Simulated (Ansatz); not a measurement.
**Zr2NOS MXene monolayer in a perpendicular field**

What dipole does a perpendicular field induce in the Zr2NOS MXene monolayer? A positive field points along +c.

Calculated with Ansatz 0.2.0; plane-wave DFT, PBE-D3(BJ), Ansatz PAW (set soft_1); PAW set soft_1.

Most raw output is cut from this account.

## (1) Set-up

The cell holds 5 atoms: 1 S, 2 Zr, 1 N and 1 O. Its edges and angles: a = 3.217 Å, b = 3.217 Å, c = 42.237 Å, α = 90.0°, β = 90.0°, γ = 120.0°. Vacuum lies along c.

## (2) Relaxing the slab

The starting cell is a guess, so the in-plane lattice and the atoms are relaxed first, with the slab cut off from its images along the normal.

File input.yaml:

```yaml
crystal:
  lattice:
    - [3.2175, 0.0, 0.0]
    - [-1.60875, 2.7864367367, 0.0]
    - [0.0, 0.0, 42.2365260438]
  atoms:
    - { symbol: S, position: [0.3333333333, 0.6666666667, 0.4332742703] }
    - { symbol: Zr, position: [0.6666666667, 0.3333333333, 0.4771861427], spin: 1.0 }
    - { symbol: "N", position: [0.0, 0.0, 0.5072440073] }
    - { symbol: Zr, position: [0.3333333333, 0.6666666667, 0.5373018718], spin: 1.0 }
    - { symbol: O, position: [0.6666666667, 0.3333333333, 0.5667257297] }
  periodic: [true, true, false]
magnetization:
  spin_polarized: true
kpoints:
  mp_grid: { grid: [12, 12, 1] }
hamiltonian:
  xc: pbe
  dispersion: d3bj
  pseudopotentials: { kind: paw, azcp: { folder: soft_1 } }
scf:
  occupations: { method: fermi_dirac, width: 0.05 }
  convergence: { dr2_threshold: 1.0e-09 }
relax:
  f_tol: 0.004
  max_steps: 90
  cell: {}
output:
  write_potential: true
  write_density: true
  volumetric_format: npy
```

Command:

```
> ansatz run input.yaml --threads 2 --pin off --max-ram 3072MiB --backend cpu --events-out ev --progress --plain --runs-dir out
```

Wall time 5.1 min (2 threads of Arm Neoverse V1, shared host); peak memory 0.79 GiB; 10 min of CPU time.

The steps of the relaxation:

| step | energy less that of the first step (eV) | largest force component (eV/Å) | volume (Å³) |
| --- | --- | --- | --- |
| 1 | 0.0000 | 4.2990 | 378.67 |
| 2 | -0.7514 | 1.7925 | 388.60 |
| 3 | -0.7324 | 1.1933 | 415.28 |
| 4 | -0.8733 | 0.2584 | 401.67 |
| 5 | -0.8758 | 0.0755 | 401.79 |
| 6 | -0.8761 | 0.0352 | 401.55 |
| 7 | -0.8761 | 0.0048 | 401.62 |
| 8 | -0.8761 | 0.0006 | 401.63 |
| 9* | -0.8830 | 0.0007 | 401.63 |
| 10 | -0.8830 | 0.0018 | 402.03 |
| 11* | -0.8831 | 0.0018 | 402.03 |

Relaxation steps marked * repeat the geometry before them on a plane-wave basis chosen anew for their cell, so energy and pressure can jump there. Relaxation step 3 was tried and not accepted.

Forces are held to the 6 operations that the run works with; a distortion that breaks them can't arise in this run.

| cell as run | before | after | change |
| --- | --- | --- | --- |
| a (Å) | 3.217 | 3.315 | +3.0 % |
| b (Å) | 3.217 | 3.315 | +3.0 % |

The atoms that moved most (Å, along periodic axes as changes of fractional coordinates times the final cell, across vacuum about the mean position):

| atom | dx | dy | dz | length |
| --- | --- | --- | --- | --- |
| O5 | 0.000 | 0.000 | -0.238 | 0.238 |
| S1 | 0.000 | 0.000 | 0.192 | 0.192 |
| Zr4 | 0.000 | 0.000 | 0.063 | 0.063 |
| Zr2 | 0.000 | 0.000 | -0.055 | 0.055 |
| N3 | 0.000 | 0.000 | 0.037 | 0.037 |

The relaxed structure:

```xyz
5
Lattice="3.3153 0.0000 0.0000 -1.6576 2.8711 0.0000 0.0000 0.0000 42.2365" Properties=species:S:1:pos:R:3
S     0.0000    1.9141   18.4918
Zr    1.6576    0.9570   20.0999
N     0.0000    0.0000   21.4615
Zr    0.0000    1.9141   22.7571
O     1.6576    0.9570   23.6989
```

This step gave:

- energy at zero smearing: -10230.2054 eV

The lattice constant a goes from 3.217 to 3.315 Å.

## (3) Single point, field 0

A sawtooth potential applies the field, turning back in the middle of the vacuum. With the dipole correction the typed value is the field outside the slab. The induced dipole is small, so the SCF threshold is tight.

The cell differs from the one that the last finished run ended in (c 42.237 → 23.207 Å).

File input.yaml:

```yaml
crystal:
  lattice:
    - [3.3152587672, 0.0, 0.0]
    - [-1.6576293836, 2.8710983125, 0.0]
    - [0.0, 0.0, 23.2071388018]
  atoms:
    - { symbol: S, position: [0.3333333333, 0.6666666667, 0.3878117021] }
    - { symbol: Zr, position: [0.6666666667, 0.3333333333, 0.4571056693] }
    - { symbol: "N", position: [0.0, 0.0, 0.5157804281] }
    - { symbol: Zr, position: [0.3333333333, 0.6666666667, 0.5716078725] }
    - { symbol: O, position: [0.6666666667, 0.3333333333, 0.6121882979] }
kpoints:
  mp_grid: { grid: [18, 18, 1] }
  band_path:
    path: [[0, 0, 0], [0.5, 0, 0], [0.33333333, 0.33333333, 0], [0, 0, 0]]
    npoints: 16
hamiltonian:
  xc: pbe
  dispersion: d3bj
  pseudopotentials: { kind: paw, azcp: { folder: soft_1 } }
scf:
  occupations: { method: fermi_dirac, width: 0.02585 }
  convergence: { dr2_threshold: 1.0e-10 }
efield:
  axis: 3
  dipole_correction: true
  ramp_position: 0.97
  ramp_width: 0.06
  amplitude: 0
output:
  dos: { projected: true, e_range: [-6, 5] }
  write_potential: true
  write_density: true
  volumetric_format: npy
  elf: true
```

It took 25 s on 2 threads; peak memory 0.55 GiB.

This step gave:

* energy at zero smearing: -10230.2115 eV
* work function, upper face: 4.565 eV
* work function, lower face: 5.685 eV
* dipole along the normal: 0.05892 e·Å
* step between the vacuum levels: -1.120 eV

Running mean over a fixed 2.8 Å (it still follows the layers) of the planar mean; the ramp of the sawtooth is left out. Electron's electrostatic potential energy less the Fermi level against z:

| z (Å) | electron's electrostatic potential energy less the Fermi level (eV) |
| --- | --- |
| 3 | 5.69 |
| 4 | 5.69 |
| 5 | 5.68 |
| 6 | 5.66 |
| 7 | 4.94 |
| 8 | 0.755 |
| 9 | -4.49 |
| 10 | -10.1 |
| 11 | -10.3 |
| 12 | -11.0 |
| 13 | -11.6 |
| 14 | -8.46 |
| 15 | -1.32 |
| 16 | 3.90 |
| 17 | 4.55 |
| 18 | 4.56 |
| 19 | 4.57 |
| 20 | 4.57 |

The density of states has structure finer than the step of the table below, so its rows give means over 0.25 eV, whole bins alone (the curve runs from -6 to 1.88 eV). Peaks (eV: height): -5.610: 17.1, -4.810: 11.1, -4.290: 11.3, -4.100: 11.1, -4.040: 12.3, -3.790: 16.1, -3.050: 7.20.

Density of states against energy, zero at the Fermi level; means over each step:

| energy (eV) | density of states (states/eV a cell) |
| --- | --- |
| -5.75 | 3.54 |
| -5.50 | 7.37 |
| -5.25 | 3.25 |
| -5.00 | 1.90 |
| -4.75 | 5.71 |
| -4.50 | 2.36 |
| -4.25 | 6.71 |
| -4.00 | 6.40 |
| -3.75 | 6.07 |
| -3.50 | 1.95 |
| -3.25 | 0.512 |
| -3.00 | 2.38 |
| -2.75 | 2.49 |
| -2.50 | 3.39 |
| -2.25 | 1.78 |
| -2.00 | 1.95 |
| -1.75 | 2.68 |
| -1.50 | 1.68 |
| -1.25 | 0.769 |
| -1.00 | 0.312 |
| -0.75 | 0.929 |
| -0.50 | 1.07 |
| -0.25 | 1.23 |
| 0.00 | 1.47 |
| 0.25 | 1.84 |
| 0.50 | 0.982 |
| 0.75 | 1.82 |
| 1.00 | 1.54 |
| 1.25 | 1.72 |
| 1.50 | 1.78 |
| 1.75 | 2.90 |

Projected DOS per atom over height of the atomic layer and energy from the Fermi level. Layers: S Zr N Zr O from below.

Ten even steps from '0' (0.01 states/eV) to '9' (2.84 states/eV), each cell a mean:
```
02040
01020
02020
01010
01020
01010
01000
01000
10000
41000
51000
40000
71100
41000
10000
42404
33617
32316
12624
00212
01559
00124
```
Columns: height of the atomic layer (Å) from 9 to 14.2 (not evenly spaced); rows upwards: energy from the Fermi level (eV) from -5.96 to 1.87.

The electronic bands at the labelled points (eV, zero at the Fermi level):

| point | band 17 | band 18 | band 19 | band 20 | band 21 | band 22 | band 23 | band 24 |
| --- | --- | --- | --- | --- | --- | --- | --- | --- |
| Γ | -3.68 | -2.57 | -0.97 | -0.97 | 0.52 | 0.52 | 0.65 | 2.15 |
| halfway | -3.87 | -3.50 | -2.22 | -1.52 | -0.39 | 1.60 | 1.72 | 2.10 |
| M | -4.00 | -3.87 | -2.50 | -1.65 | -0.92 | 1.65 | 2.49 | 2.92 |
| halfway | -4.30 | -3.71 | -2.96 | -2.26 | 0.01 | 1.97 | 2.01 | 2.68 |
| K | -4.24 | -4.13 | -3.05 | -2.75 | 1.10 | 1.27 | 2.04 | 2.73 |
| halfway | -3.93 | -3.47 | -2.54 | -1.83 | 0.37 | 0.63 | 2.31 | 2.52 |
| Γ | -3.68 | -2.57 | -0.97 | -0.97 | 0.52 | 0.52 | 0.65 | 2.15 |

ELF in the ca plane at fractional y = 0.333, with atoms of Zr and O within 0.2 Å of it. It is the smooth field of the valence electrons, not physical close to the nuclei.

Values, 5 rows by 16 columns, each cell a mean:
```
0.00 0.00 0.00 0.00 0.00 0.02 0.21 0.36 0.49 0.49 0.21 0.20 0.69 0.56 0.08 0.00
0.00 0.00 0.00 0.00 0.00 0.00 0.04 0.11 0.58 0.59 0.13 0.40 0.63 0.71 0.14 0.00
0.00 0.00 0.00 0.00 0.00 0.02 0.21 0.35 0.50 0.51 0.20 0.21 0.70 0.57 0.08 0.00
0.00 0.00 0.00 0.00 0.00 0.13 0.60 0.74 0.33 0.24 0.46 0.23 0.18 0.13 0.01 0.00
0.00 0.00 0.00 0.00 0.00 0.13 0.61 0.76 0.34 0.24 0.47 0.23 0.16 0.11 0.01 0.00
```
Columns run along c (16.0 Å, from fractional 0.08 to 0.77 of the cell), rows up along a (3.3 Å). Atoms in or near the plane, at fractional coordinates: Zr at (0.46, 0.67), O at (0.61, 0.67).

Electrostatic potential energy in the ca plane at fractional y = 0.333, with atoms of Zr and O within 0.2 Å of it. With pseudopotentials it is smooth inside the atoms' cores, unlike the true potential.

Ten even steps from '0' (-43 eV) to '9' (6 eV), each cell a mean:
```
99999999998752247888878789999999999999999999
99999999998610005788886227999999999999999999
99999999998400003788883004999999999999999999
99999999998500004788884115999999999999999999
99999999998730026888887558999999999999999999
99999999988875568888777889999999999999999999
99999999888888888887656789999999999999999999
99999999878888888887545789999999999999999999
99999999888887788887667889999999999999999999
```
Columns run along c (16.0 Å, from fractional 0.25 to 0.94 of the cell; values clipped at the 3rd and 97th percentile), rows up along a (3.3 Å). Atoms in or near the plane, at fractional coordinates: Zr at (0.46, 0.67), O at (0.61, 0.67).

Valence density in the ca plane at fractional y = 0.333, with atoms of Zr and O within 0.2 Å of it. It is the smooth field of the valence electrons, not physical close to the nuclei.

Ten steps, logarithmic in the rise over the least value, from '0' (0.0 e/Å³) to '9' (7.3 e/Å³), each cell a mean:
```
00000000000001223345654332233454210000000000
00000000000000112357886322235787420000000000
00000000000000112368887421236898520000000000
00000000000000112368887422235898520000000000
00000000000001122346775322234665310000000000
00000000000001233334443333333443100000000000
00000000000001344433223344444321000000000000
00000000000002344432223444444321000000000000
00000000000001234433333333343322100000000000
```
Columns run along c (16.0 Å, from fractional 0.14 to 0.83 of the cell), rows up along a (3.3 Å). Atoms in or near the plane, at fractional coordinates: Zr at (0.46, 0.67), O at (0.61, 0.67).

The work function of the upper face is 4.57 eV.

## (4) Atoms held, field 0.1 V/Å

input.yaml: that of step 3 with these lines changed.

```diff
@@ -26,7 +26,6 @@
   dipole_correction: true
-  ramp_position: 0.97
-  ramp_width: 0.06
-  amplitude: 0
+  ramp_position: 0.9357
+  ramp_width: 0.1181
+  amplitude: 0.1
 output:
-  dos: { projected: true, e_range: [-6, 5] }
   write_potential: true
@@ -34,2 +33 @@
   volumetric_format: npy
-  elf: true
```

Elapsed: 25 s, on 2 threads; peak memory 0.53 GiB; 50 s of CPU time.

The dipole is 0.0937 e·Å, 0.0348 e·Å from its value without field.

## (5) Atoms held, field -0.1 V/Å

input.yaml: that of step 4 with these lines changed.

```diff
@@ -28,3 +28,3 @@
   ramp_width: 0.1181
-  amplitude: 0.1
+  amplitude: -0.1
 output:
```

Run time: 24 s. Hardware: 2 threads; peak memory 0.53 GiB.

The dipole is 0.0242 e·Å, -0.0348 e·Å from its value without field.

## (6) Response, atoms held

This step: plane-wave DFT, PBE-D3(BJ), Ansatz PAW (set soft_1); response to a field along the normal, atoms held; PAW set soft_1 (Ansatz 0.2.0).

The dipoles give the slope, and the difference of two potentials shows where the field is screened.

This step gave:

```
equivalent conductor thickness p/(ε₀AE) : 6.609 Å
distance between the outer atoms        : 5.207 Å
```

Dipole of the cell against applied field:

| applied field (V/Å) | dipole of the cell (e·Å) |
| --- | --- |
| -0.1000 | 0.0242 |
| 0.0000 | 0.0589 |
| 0.1000 | 0.0937 |

Local field over the applied field, running mean. From the potentials at -0.1 and 0.1 V/Å; running mean over 2.5 Å. Table of local field over applied field by z:

| z (Å) | local field over applied field |
| --- | --- |
| 4.5 | 0.999 |
| 5.0 | 0.998 |
| 5.5 | 0.993 |
| 6.0 | 0.978 |
| 6.5 | 0.936 |
| 7.0 | 0.840 |
| 7.5 | 0.685 |
| 8.0 | 0.506 |
| 8.5 | 0.325 |
| 9.0 | 0.170 |
| 9.5 | 0.0782 |
| 10.0 | 0.0455 |
| 10.5 | 0.0344 |
| 11.0 | 0.0351 |
| 11.5 | 0.0420 |
| 12.0 | 0.0471 |
| 12.5 | 0.0527 |
| 13.0 | 0.0808 |
| 13.5 | 0.144 |
| 14.0 | 0.257 |
| 14.5 | 0.408 |
| 15.0 | 0.581 |
| 15.5 | 0.744 |
| 16.0 | 0.875 |
| 16.5 | 0.952 |
| 17.0 | 0.984 |
| 17.5 | 0.995 |
| 18.0 | 0.999 |
| 18.5 | 1.000 |
| 19.0 | 1.000 |

Electrons, planar mean, per unit field. The induced electron density by z:

z (Å), induced electron density (e/Å³ per V/Å) and a bar from the least value:
```
      4.5    0.00000 ##############
      5.0    0.00001 ##############
      5.5    0.00003 ##############
      6.0    0.00009 ##############
      6.5    0.00030 ###############
      7.0    0.00086 ##################
      7.5    0.00218 #######################
      8.0    0.00379 ##############################
      8.5    0.00257 #########################
      9.0    0.00067 #################
      9.5    0.00059 #################
     10.0   -0.00057 ############
     10.5   -0.00018 #############
     11.0    0.00018 ###############
     11.5    0.00034 ###############
     12.0   -0.00011 ##############
     12.5   -0.00064 ###########
     13.0    0.00001 ##############
     13.5    0.00001 ##############
     14.0   -0.00194 ######
     14.5   -0.00220 #####
     15.0   -0.00334 
     15.5   -0.00173 #######
     16.0   -0.00065 ###########
     16.5   -0.00021 #############
     17.0   -0.00006 ##############
     17.5   -0.00002 ##############
     18.0   -0.00001 ##############
     18.5    0.00000 ##############
     19.0    0.00000 ##############
```

By hand: between -0.1 and 0.1 V/Å the dipole changes by 0.06952 e·Å, a slope of 0.3476 e·Å²/V. A perfect conductor of thickness t has p = ε₀AEt, so t = 180.95 × 0.3476 / 9.518 = 6.61 Å (e/ε₀ = 180.95 V·Å, A in Å²).

The induced dipole is that of a conductor 6.61 Å thick.

## (7) Summary of results

```
gap without field                          : none
work function, upper face                  : 4.57 eV
step between the vacuum levels             : -1.12 eV
equivalent conductor thickness, atoms held : 6.61 Å
```

**Reading.** The induced dipole equals that of a perfect conductor 6.61 Å thick, while the outer atoms lie 5.21 Å apart. The two faces differ: the vacuum level above lies 1.12 eV lower than the one below. There is no gap over 0.03 eV, with or without the field. The first relaxation ran with spin and lost its moment, and the later runs have none; other magnetic states were not tried. Spin-orbit coupling is left out. The MXene's terminations sit over the metal atoms of its far layer; the site over carbon or nitrogen, which some compounds prefer, was not run.

[Logs are printed without paths, hosts, clocks, repeated set-up lines and the standing remarks that a program may print on its own settings, such as how far it seeks lower states.]

[Hosts, paths, dates, database ids (printed as entryN), source tags and the programs' standing remarks are cut or masked in the printed files.]

[Maps of the electrostatic potential energy from Ansatz leave out the sawtooth potential of an applied field or a dipole correction, so their vacuum need not be flat; planar profiles and work functions include it.]

[The density of states shown here was stored with 400 of the rows of the run's finer table, so its peaks can read low, often by over a quarter, or be missed, and its means over a window can be off by a tenth or more.]
